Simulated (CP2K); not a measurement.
The C K edge of silacyclobutane was computed by TDDFT (CP2K XAS_TDP, aug-pc-1, TDA) at these levels: PBEh(45%), PBEh(45%) + GW2X and PBEh(60%). The first three lines of C1 (bonded to 2 C and 2 H) with a strength over 0.0015, energy in eV and strength:

```
run           first          second           third
  1  288.52 (0.012)  288.81 (0.030)  288.86 (0.024)
  2  289.30 (0.007)  289.56 (0.010)  289.71 (0.016)
  3  283.77 (0.007)  284.03 (0.010)  284.18 (0.016)
```

Which run is which?

Run 1: PBEh(60%) (60 % exact exchange). Run 2: PBEh(45%) + GW2X (45 % exact exchange). Run 3: PBEh(45%) (45 % exact exchange). Self-interaction lifts the core level, so the uncorrected lines rise with the share of exact exchange. The GW2X run keeps the spacings of its parent: 0.26 eV between the first two lines in run 2, 0.26 eV in run 3. Its shift is +5.53 eV, since the Kohn–Sham level at this share of exchange lies that far above the quasiparticle level.

[Banner, clock and machine lines of the logs are left out without a mark of their own.]

[Logs are printed without paths, hosts, clocks, repeated set-up lines and the standing remarks that a program may print on its own settings, such as how far it seeks lower states.]

[Hosts, paths, dates, database ids (printed as entryN), source tags and the programs' standing remarks are cut or masked in the printed files.]
